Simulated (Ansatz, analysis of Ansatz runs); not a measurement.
**V_K centre (self-trapped hole) in LiF: local vibrational mode, PBE**

Subject: V_K centre (self-trapped hole) in LiF. Wanted: its local vibrational mode, in one set-up (PBE, 32-site cell, PBE lattice, 420 eV, k: the single point 1/4 1/4 1/4, with the key NELECT). The model is a cell of 32 host atoms. The frequencies come from force constants among the defect atom and its neighbours, with the masses of the isotopes named.

What was measured. Stretch of the F2- molecule: 437 cm⁻¹, by Raman (inelastic light scattering) (quoted in “Dependence of polaron migration barriers on the fraction of Fock exchange in hybrid functionals: A systematic study of Vk centers in alkali halides”, 2023, A. S. Tygesen, J. H. Chang, J. M. García-Lastra, quoting earlier work (1978)). The runs below try to reproduce this.

Main program and level: Ansatz 0.2.0; plane-wave PAW DFT, PBE; relaxation of all atoms of a defect supercell.

## Step 1: Set-up

The cell holds 32 atoms: 16 Li and 16 F. Cell: a = 7.044 Å, b = 7.044 Å, c = 7.044 Å, α = 109.5°, β = 109.5°, γ = 109.5°. It derives from LiF (space group Fm-3m). Nearest the centre at fractional (0.250, 0.375, 0.375): F18 at 0.99 Å, F27 at 0.99 Å, Li7 at 1.44 Å, Li6 at 1.44 Å, F23 at 2.49 Å, F22 at 2.49 Å, Li3 at 2.49 Å, Li10 at 2.49 Å. The cell carries charge +1.

The host's primitive cell comes from a first run (plane-wave PAW DFT, PBE; relaxation of the host's cell and atoms): vectors of 2.876, 2.876 and 2.876 Å. That is 8.41 Å³ an atom, 2.9 % over the diffraction cell's volume. The supercell is built on it.

## Step 2: Relaxation, charge +1

Every later number rests on the structure around the defect, so the atoms are relaxed at the host's lattice first.

Contents of relax/input.yaml:

```yaml
relax:
  f_tol: 0.01
  max_steps: 80
  random_displacement: { amplitude: 0.02, seed: 829 }
crystal:
  lattice:
    - [-4.06712876, 4.06712876, 4.06712876]
    - [4.06712876, -4.06712876, 4.06712876]
    - [4.06712876, 4.06712876, -4.06712876]
  atoms:
    - { symbol: Li, position: [0.0, 0.0, 0.0] }
    - { symbol: Li, position: [0.0, 0.25, 0.75] }
    - { symbol: Li, position: [0.0, 0.5, 0.5] }
    - { symbol: Li, position: [0.0, 0.75, 0.25] }
    - { symbol: Li, position: [0.25, 0.0, 0.75] }
    - { symbol: Li, position: [0.25, 0.25, 0.5] }
    - { symbol: Li, position: [0.25, 0.5, 0.25] }
    - { symbol: Li, position: [0.25, 0.75, 0.0] }
    - { symbol: Li, position: [0.5, 0.0, 0.5] }
    - { symbol: Li, position: [0.5, 0.25, 0.25] }
    - { symbol: Li, position: [0.5, 0.5, 0.0] }
    - { symbol: Li, position: [0.5, 0.75, 0.75] }
    - { symbol: Li, position: [0.75, 0.0, 0.25] }
    - { symbol: Li, position: [0.75, 0.25, 0.0] }
    - { symbol: Li, position: [0.75, 0.5, 0.75] }
    - { symbol: Li, position: [0.75, 0.75, 0.5] }
    - { symbol: F, position: [0.0, 0.0, 0.5] }
    - { symbol: F, position: [0.078089487, 0.289044744, 0.289044744] }
    - { symbol: F, position: [0.0, 0.5, 0.0] }
    - { symbol: F, position: [0.0, 0.75, 0.75] }
    - { symbol: F, position: [0.25, 0.0, 0.25] }
    - { symbol: F, position: [0.25, 0.25, 0.0] }
    - { symbol: F, position: [0.25, 0.5, 0.75] }
    - { symbol: F, position: [0.25, 0.75, 0.5] }
    - { symbol: F, position: [0.5, 0.0, 0.0] }
    - { symbol: F, position: [0.5, 0.25, 0.75] }
    - { symbol: F, position: [0.421910513, 0.460955256, 0.460955256] }
    - { symbol: F, position: [0.5, 0.75, 0.25] }
    - { symbol: F, position: [0.75, 0.0, 0.75] }
    - { symbol: F, position: [0.75, 0.25, 0.5] }
    - { symbol: F, position: [0.75, 0.5, 0.25] }
    - { symbol: F, position: [0.75, 0.75, 0.0] }
total_charge: 1
basis:
  ecutwfc: 420
  xc_grid: 2
hamiltonian:
  xc: pbe
kpoints:
  mp_grid: { grid: [1, 1, 1], shift: [0.25, 0.25, 0.25] }
magnetization:
  spin_polarized: true
  initial_magnetization: 1
  spin_locking: { lock_magnetization: hard }
scf:
  occupations: { method: fermi_dirac, width: 0.01 }
  max_iter: 80
output:
  forces: true
NELECT: 100
checkpoint:
  write: "../relax.run"
  compress: false
  write_wavefunctions: true
  write_every: 100000
```

Command:

```console
> ansatz run input.yaml --threads 2 --pin off --max-ram 3768MiB --backend cpu --events-out ev --progress --plain --runs-dir out
```

Output:

```text
Error: YAML parse error: error: line 60 column 1: unknown field `NELECT`, expected one of crystal, accuracy, basis, kpoints, hamiltonian, magnetization, projection, total_charge, correlation, batch, efield, external_charges, scf, relax, neb, saddle, md, ramp, [...]
  --> <input>:60:1
   |
58 | output:
59 |   forces: true
60 | NELECT: 100
   | ^ unknown field `NELECT`, expected one of crystal, accuracy, basis, kpoints, hamiltonian, magnetization, projection, total_charge, correlation, batch, efield, external_charges, scf, relax, neb, saddle, md, ramp, phonons, dielectric, real_time, elastic, [...]
61 | checkpoint:
62 |   write: "../relax.run"
   |
```

The job ended after 0.03 s (2 threads of Arm Neoverse N1, shared host; peak memory 0.022 GiB).

The program refused the input before any cycle.

The program's message: “Error: YAML parse error: error: line 60 column 1: unknown field `NELECT`, expected one of crystal, accuracy, basis, kpoints, hamiltonian, magnetization, projection, total_charge, correlation, batch, e …”

## Step 3: Outcome

The local vibrational mode was not obtained, because the step “relaxation, charge +1” was refused by the program; the cause lies in the set-up: NELECT is a key of another program. The line has to go: the charge that this chain asks for is set without it.

[Logs are printed without paths, hosts, clocks, repeated set-up lines and the standing remarks that a program may print on its own settings, such as how far it seeks lower states.]

[Hosts, paths, dates, database ids (printed as entryN), source tags and the programs' standing remarks are cut or masked in the printed files.]

[For some hosts the program warned that the k-mesh of the response run may be too coarse for force constants and the static dielectric constant; such warnings are not shown here.]
